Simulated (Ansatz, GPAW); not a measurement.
# STM contrast on Mg/Ti(0001)

Aim: Tersoff-Hamann images of Mg/Ti(0001) at several biases.

Calculated with GPAW 26.7.0 and Ansatz 0.2.0; Ansatz plane waves; slab in vacuum with a dipole correction, relaxation, in the first sound run; inputs show where later runs differ.

### Step 1. Starting point

The cell holds 17 atoms: 16 Ti and 1 Mg. Its edges and angles: a = 5.900 Å, b = 5.900 Å, c = 27.822 Å, α = 90.0°, β = 90.0°, γ = 60.0°. Vacuum lies along c.

### Step 2. Relaxing the atoms

The atoms are relaxed first, since the surface dipole, and with it the work function, follows the positions of the outer layers. The lowest 8 atoms are held at bulk positions and keep their forces.

File input.yaml:

```yaml
crystal:
  lattice:
    - [5.9, 0.0, 0.0]
    - [2.95, 5.1095498823, 0.0]
    - [0.0, 0.0, 27.8220986065]
  atoms:
    - { symbol: Ti, position: [0.3333333334, 0.3333333334, 0.3234838654] }
    - { symbol: Ti, position: [0.0, 0.0, 0.4076723385] }
    - { symbol: Ti, position: [0.3333333334, 0.3333333334, 0.4918608116] }
    - { symbol: Ti, position: [0.0, 0.0, 0.5760492847] }
    - { symbol: Ti, position: [0.3333333334, 0.8333333333, 0.3234838654] }
    - { symbol: Ti, position: [0.0, 0.5, 0.4076723385] }
    - { symbol: Ti, position: [0.3333333334, 0.8333333333, 0.4918608116] }
    - { symbol: Ti, position: [0.0, 0.5, 0.5760492847] }
    - { symbol: Ti, position: [0.8333333334, 0.3333333334, 0.3234838654] }
    - { symbol: Ti, position: [0.5, 0.0, 0.4076723385] }
    - { symbol: Ti, position: [0.8333333334, 0.3333333334, 0.4918608116] }
    - { symbol: Ti, position: [0.5, 0.0, 0.5760492847] }
    - { symbol: Ti, position: [0.8333333334, 0.8333333333, 0.3234838654] }
    - { symbol: Ti, position: [0.5, 0.5, 0.4076723385] }
    - { symbol: Ti, position: [0.8333333334, 0.8333333333, 0.4918608116] }
    - { symbol: Ti, position: [0.5, 0.5, 0.5760492847] }
    - { symbol: Mg, position: [0.25, 0.0, 0.6765161346] }
kpoints:
  mp_grid: { grid: [6, 6, 1] }
hamiltonian:
  xc: pbe
scf:
  occupations: { method: fermi_dirac, width: 0.1 }
efield:
  axis: 3
  dipole_correction: true
  ramp_width: 0.05
relax:
  f_tol: 0.02
  max_steps: 60
  constraints: [{ sites: [0, 1, 4, 5, 8, 9, 12, 13] }]
output:
  write_potential: true
  write_density: true
  volumetric_format: npy
```

Started as:

```bash
> ansatz run input.yaml --threads 4 --pin off --max-ram 8192MiB --backend cpu --events-out ev --progress --plain --runs-dir out
```

Numbers of over 12 decimals in the logs are rounded to 6 here.

The program printed:

```text
Engine: ansatz 0.2.0, aarch64-unknown-linux-gnu
Pseudopotentials: kind: paw
Pseudopotential: Ti, paw, valence charge 12, recommended cutoff 420 eV (normal), Ti.paw.azcp
Pseudopotential: Mg, paw, valence charge 10, recommended cutoff 420 eV (normal), Mg.paw.azcp
Functional definition: PBE
  parameter kappa = 0.804
  parameter beta = 0.066725
  exchange = pbe_x(kappa = kappa, mu = beta*pi^2/3)
  correlation = pbe_c(beta = beta)
Crystal: 17 atoms, lattice volume = 838.735 Å³
Basis set: ecut = 420 eV, 16293 PW (Γ), exchange–correlation on 80×80×384 points (8 copies of the dense FFT grid, shifted against one another)
Bands: 122, of which v1, the nominal top of the filled ones, is band 101 counted from 1 (100 counted from 0)
Symmetry: 2 space group operations
Space group: Cm (ITA 8), of the structure as read, at distance tolerance 9.4e-5 Å
k-points: 13 of 36 (time reversal used)
Non-local potential: Ti, projectors of the file, l = 0: 3, l = 1: 2, l = 2: 3, l = 3: 1
Non-local potential: Mg, projectors of the file, l = 0: 3, l = 1: 2, l = 2: 1
PAW form: soft (Blöchl's): semilocal exchange-correlation on the pseudo side does not see the compensation charge
PAW one-centre angular grid: Ti, 590 points (default); XC on 64 Gauss nodes
PAW one-centre angular grid: Mg, 110 points (default); XC on 64 Gauss nodes
Initial density: superposition of atomic densities (neutral atoms: chi_scale 0, normalization atom), corrected by the library's trained network
Initial wavefunctions: pseudopotential atomic-orbital guess
Functional: x = pbe(κ = 0.804, μ = 0.219515), c = pbe(β = 0.066725)
SCF iter   1: F=—  HF=-41911.155326 eV  |F-HF|=—  |Δ(HF+E_count)|=         —  Δρ=6.22e-3  dr2=4.17e0  ethr=1.77e-3  p=0.207 e·Å  D=4.46e-2 V/Å  ΔV_dip=-1.24 eV  dr2_dipole=1.32e0  V_vac-E_F(+/−)=2.89/4.13 eV  ⟨swp⟩=10.2  Hψ=7191  notcnv=0
efield: sawtooth ramp at fractional position 0.9750 (placed from the atoms, in the widest stretch of the axis that holds none; the zero of the levels goes with the place), width 0.0500; the density the first Hamiltonian is built on has a dipole p = 0.207 e·Å; the dipole correction subtracts the counter field D = 4.46e-2 V/Å, which shifts the + side's vacuum level by -1.24 eV against the − side's; the planar-averaged density in the ramp window peaks in size at 2.9e-5 e/Å³
preconditioner: auto → LDOS  [metal: Δε(μ)=0.014 eV  Ē_g=2.119 eV  σ=0.100 eV  W_gap=0.03  n_scr=126 (ndim 8)  ℏωp=10.4 eV  f_vac=0.550  D(μ)=32.66/eV (n_scr^D=292)  β→1.0]
SCF iter   2: F=—  HF=-41911.107548 eV  |F-HF|=—  |Δ(HF+E_count)|=   4.78e-2  Δρ=1.84e-3  dr2=6.59e-2  ethr=1.77e-3  p=0.221 e·Å  D=4.76e-2 V/Å  ΔV_dip=-1.33 eV  dr2_dipole=4.65e-5  V_vac-E_F(+/−)=3.03/4.36 eV  ⟨swp⟩=1.4  Hψ=1842  notcnv=0
SCF iter   3: F=—  HF=-41911.104579 eV  |F-HF|=—  |Δ(HF+E_count)|=   2.97e-3  Δρ=7.34e-4  dr2=1.02e-2  ethr=3.26e-5  p=0.222 e·Å  D=4.78e-2 V/Å  ΔV_dip=-1.33 eV  dr2_dipole=3.13e-4  V_vac-E_F(+/−)=3.04/4.37 eV  ⟨swp⟩=2.8  Hψ=2895  notcnv=0
SCF iter   4: F=—  HF=-41911.103511 eV  |F-HF|=—  |Δ(HF+E_count)|=   1.07e-3  Δρ=1.89e-4  dr2=4.04e-4  ethr=5.07e-6  p=0.223 e·Å  D=4.82e-2 V/Å  ΔV_dip=-1.34 eV  dr2_dipole=2.26e-6  V_vac-E_F(+/−)=3.04/4.39 eV  ⟨swp⟩=2.6  Hψ=2433  notcnv=0
SCF iter   5: F=—  HF=-41911.104082 eV  |F-HF|=—  |Δ(HF+E_count)|=   5.71e-4  Δρ=9.97e-5  dr2=1.46e-4  ethr=2.00e-7  p=0.224 e·Å  D=4.83e-2 V/Å  ΔV_dip=-1.34 eV  dr2_dipole=3.47e-6  V_vac-E_F(+/−)=3.05/4.39 eV  ⟨swp⟩=4.0  Hψ=2922  notcnv=0
SCF iter   6: F=—  HF=-41911.104117 eV  |F-HF|=—  |Δ(HF+E_count)|=   3.53e-5  Δρ=4.49e-5  dr2=4.37e-5  ethr=7.25e-8  p=0.224 e·Å  D=4.84e-2 V/Å  ΔV_dip=-1.35 eV  dr2_dipole=2.54e-6  V_vac-E_F(+/−)=3.05/4.40 eV  ⟨swp⟩=2.1  Hψ=2251  notcnv=0
SCF iter   7: F=-41911.104118 eV  HF=-41911.104119 eV  |F-HF|=1.52e-6  |Δ(HF+E_count)|=   2.28e-6  Δρ=1.13e-5  dr2=3.16e-6  ethr=4.95e-9  p=0.225 e·Å  D=4.85e-2 V/Å  ΔV_dip=-1.35 eV  dr2_dipole=4.39e-7  V_vac-E_F(+/−)=3.05/4.40 eV  ⟨swp⟩=19.5  Hψ=19435  notcnv=0
SCF 1 converged in 7 iterations: F = -41911.104118 eV  dr2 = 3.16e-6
  Residual-converged pass: ⟨swp⟩=1.2  Hψ=1641  notcnv=0  max |occ|·‖R‖ = 7.1e-9 eV (tolerance 1.0e-8 eV)  dr2=3.16e-6  dr2_onsite=6.08e-8  max |Δocc| = 1.8e-11
  greatest PAW one-centre occupation: 1.000 electrons in one spin orbital (limit 2), on the Mg atom at site 16 (counted from 0), in its partial waves of l = 0
relax step   1: F+E_penalty+E_count = -41911.10411783 eV  Δ(F+E_penalty+E_count) = +0.000e0 eV  max|allowed force component| = 9.256e-1 eV/Å  Δτ_max = 0.0000 Å  (7 SCF iters, dr2 threshold 1.00e-5 eV, accepted)
Initial density: handed on by an earlier stage of this run
Initial wavefunctions: those handed on with the density
SCF iter   1: F=—  HF=-41911.558347 eV  |F-HF|=—  |Δ(HF+E_count)|=         —  Δρ=8.20e-3  dr2=6.58e0  ethr=3.10e-3  p=0.225 e·Å  D=4.85e-2 V/Å  ΔV_dip=-1.35 eV  dr2_dipole=1.13e0  V_vac-E_F(+/−)=3.06/4.41 eV  ⟨swp⟩=3.9  Hψ=3516  notcnv=0
efield: sawtooth ramp at fractional position 0.9750 (handed on by an earlier solve), width 0.0500; the density the first Hamiltonian is built on has a dipole p = 0.225 e·Å; the dipole correction subtracts the counter field D = 4.85e-2 V/Å, which shifts the + side's vacuum level by -1.35 eV against the − side's; the planar-averaged density in the ramp window peaks in size at 5.3e-6 e/Å³
preconditioner: auto → LDOS  [metal: Δε(μ)=0.012 eV  Ē_g=2.148 eV  σ=0.100 eV  W_gap=0.03  n_scr=126 (ndim 8)  ℏωp=10.4 eV  f_vac=0.555  D(μ)=31.41/eV (n_scr^D=268)  β→1.0]
SCF iter   2: F=—  HF=-41911.391936 eV  |F-HF|=—  |Δ(HF+E_count)|=   1.66e-1  Δρ=3.18e-3  dr2=2.72e-1  ethr=3.10e-3  p=0.228 e·Å  D=4.92e-2 V/Å  ΔV_dip=-1.37 eV  dr2_dipole=3.21e-3  V_vac-E_F(+/−)=3.05/4.41 eV  ⟨swp⟩=1.9  Hψ=1860  notcnv=0
SCF iter   3: F=—  HF=-41911.376952 eV  |F-HF|=—  |Δ(HF+E_count)|=   1.50e-2  Δρ=1.41e-3  dr2=8.11e-2  ethr=1.35e-4  p=0.230 e·Å  D=4.96e-2 V/Å  ΔV_dip=-1.38 eV  dr2_dipole=6.67e-3  V_vac-E_F(+/−)=3.03/4.41 eV  ⟨swp⟩=2.0  Hψ=2861  notcnv=0
SCF iter   4: F=—  HF=-41911.368838 eV  |F-HF|=—  |Δ(HF+E_count)|=   8.11e-3  Δρ=3.24e-4  dr2=5.68e-3  ethr=4.02e-5  p=0.230 e·Å  D=4.95e-2 V/Å  ΔV_dip=-1.38 eV  dr2_dipole=1.31e-3  V_vac-E_F(+/−)=3.03/4.41 eV  ⟨swp⟩=2.1  Hψ=2121  notcnv=0
SCF iter   5: F=—  HF=-41911.369235 eV  |F-HF|=—  |Δ(HF+E_count)|=   3.96e-4  Δρ=9.25e-5  dr2=1.85e-4  ethr=2.81e-6  p=0.229 e·Å  D=4.95e-2 V/Å  ΔV_dip=-1.38 eV  dr2_dipole=8.94e-6  V_vac-E_F(+/−)=3.03/4.41 eV  ⟨swp⟩=2.5  Hψ=2461  notcnv=0
[...]
relax step   7: F+E_penalty+E_count = -41911.57787516 eV  Δ(F+E_penalty+E_count) = -5.525e-3 eV  max|allowed force component| = 2.629e-2 eV/Å  Δτ_max = 0.2000 Å  (7 SCF iters, dr2 threshold 1.32e-6 eV, accepted)
[...]
relax step   8: F+E_penalty+E_count = -41911.57904950 eV  Δ(F+E_penalty+E_count) = -1.174e-3 eV  max|allowed force component| = 3.344e-2 eV/Å  Δτ_max = 0.1429 Å  (7 SCF iters, accepted)
SCF iter   1: F=—  HF=-41911.579028 eV  |F-HF|=—  |Δ(HF+E_count)|=         —  Δρ=3.83e-4  dr2=6.58e-3  ethr=6.70e-6  p=0.228 e·Å  D=4.93e-2 V/Å  ΔV_dip=-1.37 eV  dr2_dipole=5.29e-4  V_vac-E_F(+/−)=3.04/4.41 eV  ⟨swp⟩=3.5  Hψ=3499  notcnv=0
efield: sawtooth ramp at fractional position 0.9750 (handed on by an earlier solve), width 0.0500; the density the first Hamiltonian is built on has a dipole p = 0.228 e·Å; the dipole correction subtracts the counter field D = 4.93e-2 V/Å, which shifts the + side's vacuum level by -1.37 eV against the − side's; the planar-averaged density in the ramp window peaks in size at 5.9e-6 e/Å³
preconditioner: auto → LDOS  [metal: Δε(μ)=0.012 eV  Ē_g=2.160 eV  σ=0.100 eV  W_gap=0.03  n_scr=126 (ndim 8)  ℏωp=10.4 eV  f_vac=0.563  D(μ)=30.13/eV (n_scr^D=244)  β→1.0]
SCF iter   2: F=—  HF=-41911.578855 eV  |F-HF|=—  |Δ(HF+E_count)|=   1.73e-4  Δρ=1.50e-4  dr2=4.04e-4  ethr=3.26e-6  p=0.229 e·Å  D=4.93e-2 V/Å  ΔV_dip=-1.37 eV  dr2_dipole=5.85e-5  V_vac-E_F(+/−)=3.04/4.41 eV  ⟨swp⟩=1.5  Hψ=1873  notcnv=0
SCF iter   3: F=—  HF=-41911.578846 eV  |F-HF|=—  |Δ(HF+E_count)|=   8.63e-6  Δρ=7.40e-5  dr2=1.03e-4  ethr=2.00e-7  p=0.228 e·Å  D=4.92e-2 V/Å  ΔV_dip=-1.37 eV  dr2_dipole=9.54e-6  V_vac-E_F(+/−)=3.04/4.41 eV  ⟨swp⟩=2.3  Hψ=2857  notcnv=0
SCF iter   4: F=—  HF=-41911.578850 eV  |F-HF|=—  |Δ(HF+E_count)|=   3.86e-6  Δρ=1.80e-5  dr2=4.42e-6  ethr=5.11e-8  p=0.228 e·Å  D=4.92e-2 V/Å  ΔV_dip=-1.37 eV  dr2_dipole=1.55e-7  V_vac-E_F(+/−)=3.04/4.41 eV  ⟨swp⟩=2.5  Hψ=2128  notcnv=0
SCF iter   5: F=—  HF=-41911.579282 eV  |F-HF|=—  |Δ(HF+E_count)|=   4.31e-4  Δρ=9.18e-6  dr2=1.19e-6  ethr=2.19e-9  p=0.228 e·Å  D=4.92e-2 V/Å  ΔV_dip=-1.37 eV  dr2_dipole=2.18e-8  V_vac-E_F(+/−)=3.04/4.41 eV  ⟨swp⟩=3.1  Hψ=3007  notcnv=0
SCF iter   6: F=—  HF=-41911.579282 eV  |F-HF|=—  |Δ(HF+E_count)|=   1.25e-7  Δρ=2.07e-6  dr2=1.68e-7  ethr=5.87e-10  p=0.228 e·Å  D=4.92e-2 V/Å  ΔV_dip=-1.37 eV  dr2_dipole=5.40e-8  V_vac-E_F(+/−)=3.04/4.41 eV  ⟨swp⟩=2.0  Hψ=2596  notcnv=0
SCF iter   7: F=-41911.579282 eV  HF=-41911.579282 eV  |F-HF|=3.27e-9  |Δ(HF+E_count)|=   6.05e-8  Δρ=9.54e-7  dr2=1.26e-8  ethr=4.95e-11  p=0.228 e·Å  D=4.92e-2 V/Å  ΔV_dip=-1.37 eV  dr2_dipole=1.47e-10  V_vac-E_F(+/−)=3.04/4.41 eV  ⟨swp⟩=12.2  Hψ=12026  notcnv=0
SCF 9 converged in 7 iterations: F = -41911.579282 eV  dr2 = 1.26e-8
relax step   9: F+E_penalty+E_count = -41911.57928173 eV  Δ(F+E_penalty+E_count) = -2.322e-4 eV  max|allowed force component| = 6.300e-3 eV/Å  Δτ_max = 0.0272 Å  (7 SCF iters, accepted)
NSCF: frozen V_eff on 13 k-points
the band table was solved once a step of the walk had ended and its energy, with any forces and stress, was formed, with the checks that follow a solve (6838 applications of the Hamiltonian). They found nothing against the state; the energy, forces and stress were not computed again (output.eigenvalues in the input reference)
WARN: The output density's exchange-correlation potential varies sharply where the density is thin. Do not read a vacuum level from v_tot or v_xc, or from such a field of the output density. On a cell that repeats whose density bears no net charge and no dipole along the vacuum's axis use v_es (v_loc + v_h of the components); under efield.dipole_correction with no amplitude use v_es + v_field, which holds any externa [...]
SCF converged after 7 iterations
Free energy (F): -41911.579282 eV
Harris-Foulkes:  -41911.579282 eV  (|F-HF|=3.27e-9)
Internal energy: -41910.598288 eV  (E = F + TS)
E sigma→0 (E₀):  -41911.088785 eV
Entropy (-TS):   -0.980994 eV (-57.706 meV/atom)
Fermi energy:    2.303863 eV
Dipole field:    D = 0.049197 V/Å  (p = 0.228034 e·Å, saw-weighted, corrected)
Work function:   Φ+ = 3.0423 eV   Φ− = 4.4110 eV
Levels:          The Fermi level and band energies are counted from a zero that moves with the ramp; work functions are not
--- Per-component energies (eV) ---
  E_band       = -5034.041552
  E_kinetic    = 4415.208236
  E_local      = -252897.398782  (includes V_loc(G=0)·N_el)
  E_nonlocal   = 231.973867
  E_hartree    = 123970.660498
  E_xc         = -1575.681754
  E_vxc        = -1971.115575  (∫ρ·V_xc dr)
  E_paw        = -17055.409415  (= ΣΔE_a)
  E_vpaw       = -2765.206566  (= ΣTr[D̂ρ^β])
  E_aug_tail   = 0.001935  (compensation charges beyond the density's cutoff)
  E_efield     = 0.005609  (sawtooth field / dipole correction)
  E_vefield    = 11.173017  (∫n·V_field dr)
  E_ewald      = 101000.041517
  E_smearing   = -0.980994  (= −TS)
  E_closure    = -0.000000  (closes the sum)
  Σ components = -41911.579282   (vs F -41911.579282, Δ=0.00e0)
--- Forces (eV/Å), atoms counted from 1 ---
  atom   1  Ti     0.01450525    -0.00925957     0.57594384
  atom   2  Ti    -0.05174821     0.03025295    -0.61967491
  atom   3  Ti     0.00062101    -0.00483452    -0.00303841
  atom   4  Ti     0.00110498     0.00093992     0.00057513
  atom   5  Ti     0.00000000     0.00056765     0.54624879
  atom   6  Ti     0.00000000    -0.00328344    -0.43159726
  atom   7  Ti     0.00000000     0.00207425     0.00622107
  atom   8  Ti     0.00000000     0.00085361     0.00630023
  atom   9  Ti    -0.01450525    -0.00925957     0.57594384
  atom  10  Ti     0.05174821     0.03025295    -0.61967491
  atom  11  Ti    -0.00062101    -0.00483452    -0.00303841
  atom  12  Ti    -0.00110498     0.00093992     0.00057513
  atom  13  Ti     0.00000000     0.01741564     0.57503537
  atom  14  Ti     0.00000000    -0.05983871    -0.61582302
  atom  15  Ti     0.00000000     0.00614458     0.00380903
  atom  16  Ti     0.00000000     0.00088230    -0.00185003
  atom  17  Mg     0.00000000     0.00099503     0.00406621
  max |Σ_I F_I| component: 2.17e-5 eV/Å
--- Band table (eV; the first three rows and the last of 13) ---
  k-point 0: bands = [... 97 lower, 2.3218, 2.6453, 2.6685, 2.6693, 2.6896, 2.7523, 2.9731, 2.9736, ... 17 higher]
  k-point 1: bands = [... 97 lower, 2.3007, 2.4438, 2.5375, 2.5551, 2.5769, 2.6536, 2.8168, 2.8481, ... 17 higher]
  k-point 2: bands = [... 97 lower, 2.1255, 2.1446, 2.3036, 2.3158, 2.3591, 2.3830, 2.5082, 2.5484, ... 17 higher]
  k-point 12: bands = [... 97 lower, 1.9248, 1.9783, 2.0819, 2.1436, 2.1813, 2.2394, 2.3150, 2.3749, ... 17 higher]
--- Relaxed structure (9 steps of the walk, 9 accepted, 0 SCFs on fresh bases) ---
  F+E_penalty+E_count = -41911.57928173 eV   max|allowed force component| = 6.300e-3 eV/Å
  atoms:
    - { symbol: Ti, position: [0.333333, 0.3333333334, 0.323484] }
    - { symbol: Ti, position: [-1.6326809188325034e-17, 0.0, 0.4076723385] }
    - { symbol: Ti, position: [0.325621, 0.337204, 0.494191] }
    - { symbol: Ti, position: [0.00331021, -0.00211575, 0.571126] }
    - { symbol: Ti, position: [0.333333, 0.8333333333, 0.323484] }
    - { symbol: Ti, position: [0.0, 0.5, 0.4076723385] }
    - { symbol: Ti, position: [0.333494, 0.833012, 0.491294] }
    - { symbol: Ti, position: [0.00025472, 0.499491, 0.578424] }
    - { symbol: Ti, position: [0.8333333333, 0.3333333334, 0.323484] }
    - { symbol: Ti, position: [0.500000, 0.0, 0.4076723385] }
    - { symbol: Ti, position: [0.837176, 0.337204, 0.494191] }
    - { symbol: Ti, position: [0.498806, -0.00211575, 0.571126] }
    - { symbol: Ti, position: [0.833333, 0.8333333333, 0.323484] }
    - { symbol: Ti, position: [0.500000, 0.5, 0.4076723385] }
    - { symbol: Ti, position: [0.837544, 0.824912, 0.494079] }
    - { symbol: Ti, position: [0.498478, 0.503043, 0.571284] }
    - { symbol: Mg, position: [0.332496, -0.164991, 0.656122] }
```

The job ended after 6.5 min (4 threads of Arm Neoverse V1, shared host; peak memory 2.5 GiB; 25 min of CPU time).

Step by step:

```
step  energy less that of the first step (eV)  largest force component (eV/Å)
   1                                   0.0000                          0.9256
   2                                  -0.2651                          0.7898
   3                                  -0.3954                          0.3325
   4                                  -0.4423                          0.1092
   5                                  -0.4581                          0.0750
   6                                  -0.4682                          0.0529
   7                                  -0.4738                          0.0263
   8                                  -0.4749                          0.0334
   9                                  -0.4752                          0.0063
```

Forces are held to the 2 operations that the run works with; a distortion that breaks them can't arise in this run.

The atoms that moved most (Å):

```
atom      dx      dy      dz  length
Mg17   0.000  -0.843  -0.567   1.016
Ti12  -0.013  -0.011  -0.137   0.138
 Ti4   0.013  -0.011  -0.137   0.138
Ti16   0.000   0.016  -0.133   0.133
 Ti3  -0.034   0.020   0.065   0.076
Ti11   0.034   0.020   0.065   0.076
Ti15   0.000  -0.043   0.062   0.075
 Ti8   0.000  -0.003   0.066   0.066
```

Numbers from this step:

| Item | Value |
| --- | --- |
| free energy | -41911.5793 eV |
| smearing term TS | 0.9810 eV |
| symmetry operations | 2 |
| upper work function | 3.042 eV |
| lower work function | 4.411 eV |
| dipole along the normal | 0.2280 e·Å |
| dipole field | 0.04920 V/Å |
| vacuum level above | 5.346 eV |
| vacuum level below | 6.715 eV |

(Part 1 of 4 ends here.)

[Logs are printed without paths, hosts, clocks, repeated set-up lines and the standing remarks that a program may print on its own settings, such as how far it seeks lower states.]

[Hosts, paths, dates, database ids (printed as entryN), source tags and the programs' standing remarks are cut or masked in the printed files.]
